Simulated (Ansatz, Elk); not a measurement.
# How far do independent atoms describe NaMn?, part 2 of 2

Structure refinements treat a crystal as free atoms side by side. For a made-up structure of NaMn (cell and positions from a PBE relaxation) the runs below show what the calculated density changes in F(hkl).

Elk 11.2.3 (patched build); all-electron DFT.

So far: Starting point; Ground state and structure factors; The magnetisation density; The highest occupied states alone.

The structure was built from a prototype and need not be the compound's stable phase.

**5. Another functional**

Level of this step: DFT, PBEsol, all-electron APW+lo, Dirac cores, scalar-relativistic bands, static density, ferromagnetic start (Elk).

The difference from free atoms is small, so it is set against the change that PBEsol makes.

Contents of elk.in:

```
tasks
  0
  195
  196

xctype
  22

spinpol
  .true.

rgkmax
  7.0

gmaxvr
  14.0

lmaxo
  7

lmaxapw
  8

swidth
  0.002

tshift
  .false.

ramdisk
  .false.

hmaxvr
  5.5

maxscl
  120

epspot
  1e-06

reducebf
  0.8

sppath
  './'

avec
  6.80285780510 -0.00000000000 0.00000000000
  -0.00000000000 6.80285780510 0.00000000000
  -0.00000000000 0.00000000000 6.80285780510

atoms
  2
  'Mn.in'
  1
  0.5000000000 0.5000000000 0.5000000000   0.000000 0.000000 -0.210000
  'Na.in'
  1
  0.0000000000 -0.0000000000 -0.0000000000   0.000000 0.000000 0.000000

ngridk
  5 5 5
```

On the command line:

```console
OMP_NUM_THREADS=4 elk
```

Numbers of over 12 decimals in the logs are rounded to 6 here.

Log:

```text
┌─────────────────────────┐
│ Elk code version 11.2.3 │
└─────────────────────────┘

All units are atomic (Hartree, Bohr, etc.)

┌─────────────────────────────────────────────────┐
│ Ground-state run starting from atomic densities │
└─────────────────────────────────────────────────┘

Lattice vectors :
   6.802857805      -0.000000000       0.000000000
  -0.000000000       6.802857805       0.000000000
  -0.000000000       0.000000000       6.802857805

Reciprocal lattice vectors :
  0.9236096780       0.000000000       0.000000000
[...]
total in muffin-tins        :    33.54188941
 total calculated charge     :    35.99995514
 total charge                :    36.00000000
 error                       :   0.4486031905E-04

Moments :
 interstitial                :   0.2229984846
 muffin-tins
  species : 1 (Mn)
   atom 1                    :    4.157251890
  species : 2 (Na)
   atom 1                    :  -0.2194910754E-01
 total in muffin-tins        :    4.135302783
 total moment                :    4.358301267

┌──────────────────────────────┐
│ Self-consistent loop stopped │
└──────────────────────────────┘

Wrote STATE.OUT
[key lines of the parts left out:]
total energy                :     -1319.5089236544
```

Wall time 26 s (4 threads of Arm Neoverse V1, shared host); peak memory 0.19 GiB.

Against the first run R = 0.05 %; the largest change is -0.015 at 200. The moment goes from 4.30 to 4.36 μB.

**6. Basis size**

The basis and the expansions that go with it are enlarged, to see whether the differences are converged.

Changes to elk.in since step 5:

```diff
@@ -6,3 +6,3 @@
 xctype
-  22
+  20
 
@@ -12,12 +12,12 @@
 rgkmax
-  7.0
+  8.5
 
 gmaxvr
-  14.0
+  18.0
 
 lmaxo
-  7
+  9
 
 lmaxapw
-  8
+  10
```

On the command line:

```console
OMP_NUM_THREADS=4 elk
```

Log:

```text
┌─────────────────────────┐
│ Elk code version 11.2.3 │
└─────────────────────────┘

All units are atomic (Hartree, Bohr, etc.)

┌─────────────────────────────────────────────────┐
│ Ground-state run starting from atomic densities │
└─────────────────────────────────────────────────┘

Lattice vectors :
   6.802857805      -0.000000000       0.000000000
  -0.000000000       6.802857805       0.000000000
  -0.000000000       0.000000000       6.802857805

Reciprocal lattice vectors :
  0.9236096780       0.000000000       0.000000000
[...]
total in muffin-tins        :    33.55849111
 total calculated charge     :    36.00000531
 total charge                :    36.00000000
 error                       :   0.5312864140E-05

Moments :
 interstitial                :   0.1680620461
 muffin-tins
  species : 1 (Mn)
   atom 1                    :    4.136210274
  species : 2 (Na)
   atom 1                    :  -0.2666410465E-01
 total in muffin-tins        :    4.109546169
 total moment                :    4.277608215

┌──────────────────────────────┐
│ Self-consistent loop stopped │
└──────────────────────────────┘

Wrote STATE.OUT
[key lines of the parts left out:]
total energy                :     -1321.0207424544
```

Elapsed: 58 s, on 4 threads; peak memory 0.29 GiB; 2.6 min of CPU time.

Against the first run R = 0.01 %; the largest change is -0.004 at 222. The moment goes from 4.30 to 4.28 μB.

**7. Basis size**

A smaller basis shows how fast F responds to it; the change is likely larger than the basis error of the first run, but doesn't show convergence.

Changes to elk.in since step 6:

```diff
@@ -12,12 +12,12 @@
 rgkmax
-  8.5
+  5.5
 
 gmaxvr
-  18.0
+  14.0
 
 lmaxo
-  9
+  7
 
 lmaxapw
-  10
+  8
```

On the command line:

```console
OMP_NUM_THREADS=4 elk
```

Log:

```text
┌─────────────────────────┐
│ Elk code version 11.2.3 │
└─────────────────────────┘

All units are atomic (Hartree, Bohr, etc.)

┌─────────────────────────────────────────────────┐
│ Ground-state run starting from atomic densities │
└─────────────────────────────────────────────────┘

Lattice vectors :
   6.802857805      -0.000000000       0.000000000
  -0.000000000       6.802857805       0.000000000
  -0.000000000       0.000000000       6.802857805

Reciprocal lattice vectors :
  0.9236096780       0.000000000       0.000000000
[...]
total in muffin-tins        :    33.49159866
 total calculated charge     :    36.00003073
 total charge                :    36.00000000
 error                       :   0.3072800144E-04

Moments :
 interstitial                :   0.2389607880
 muffin-tins
  species : 1 (Mn)
   atom 1                    :    4.152732981
  species : 2 (Na)
   atom 1                    :  -0.2416736257E-01
 total in muffin-tins        :    4.128565618
 total moment                :    4.367526406

┌──────────────────────────────┐
│ Self-consistent loop stopped │
└──────────────────────────────┘

Wrote STATE.OUT
[key lines of the parts left out:]
total energy                :     -1320.9688586060
```

The job ended after 25 s (4 threads; peak memory 0.18 GiB).

Against the first run R = 0.04 %; the largest change is +0.025 at 220. The moment goes from 4.30 to 4.37 μB.

**8. Settings against the effect**

```
                              run  R against the first run (%)  R against neutral atoms, low angle (%)  wall time
                    PBE, rgkmax 7                         0.00                                    0.31       24 s
                           PBEsol                         0.05                                    0.34       26 s
rgkmax 8.5 with larger expansions                         0.01                                    0.30       58 s
                       rgkmax 5.5                         0.04                                    0.32       25 s
```

**9. Summary of results**

| Property | Result |
| --- | --- |
| R against neutral atoms, sin θ/λ < 0.3 Å⁻¹ | 0.31 % |
| R against neutral atoms, 0.3 to 0.82 Å⁻¹ | 0.19 % |
| magnetic form factor over free-ion ⟨j0⟩, 0.12 to 0.35 Å⁻¹ | 0.94 |

What this shows: Independent neutral atoms miss the calculated amplitudes by R = 0.31 % below 0.3 Å⁻¹ and 0.19 % from there to 0.82 Å⁻¹; by shells, 0.62 % below 0.15 Å⁻¹ (1 form), 0.26 % 0.15 to 0.3 (3 forms), 0.10 % 0.3 to 0.45 (6 forms), 0.22 % above 0.45 (29 forms). Bonding, aspherical density and the tables' own atoms all enter these figures, and the runs don't part them. The largest change of an amplitude is -0.10 electrons, at 110. The magnetic order is that of the start. No other order was tried here, and an antiferromagnetic one would change or move the magnetic intensity. Between 0.12 and 0.35 Å⁻¹ the magnetic form factor is 0.94 times the free-ion one. The sphere holds 4.14 of the 4.30 μB; that share, the choice of ion, the size of the d shell and its asphericity all move this ratio. The window's part falls from 8.0 electrons at the origin to at most 0.75 between 0.45 and 0.82 Å⁻¹. Below 0.3 Å⁻¹ the changes that finished (PBEsol, rgkmax 8.5 with larger expansions and rgkmax 5.5) move F by R = 0.07 % at most, against the 0.31 % that separates it from free atoms. The magnetic factors move by R = 0.5 % (PBEsol), 0.3 % (rgkmax 8.5 with larger expansions) and 1.5 % (rgkmax 5.5). The k-mesh has no finished test. Part of the difference isn't bonding: the tables are fits to free atoms and ions calculated by other methods than this functional. Thermal motion, anomalous dispersion and extinction are left out.

[Logs are printed without paths, hosts, clocks, repeated set-up lines and the standing remarks that a program may print on its own settings, such as how far it seeks lower states.]

[Hosts, paths, dates, database ids (printed as entryN), source tags and the programs' standing remarks are cut or masked in the printed files.]
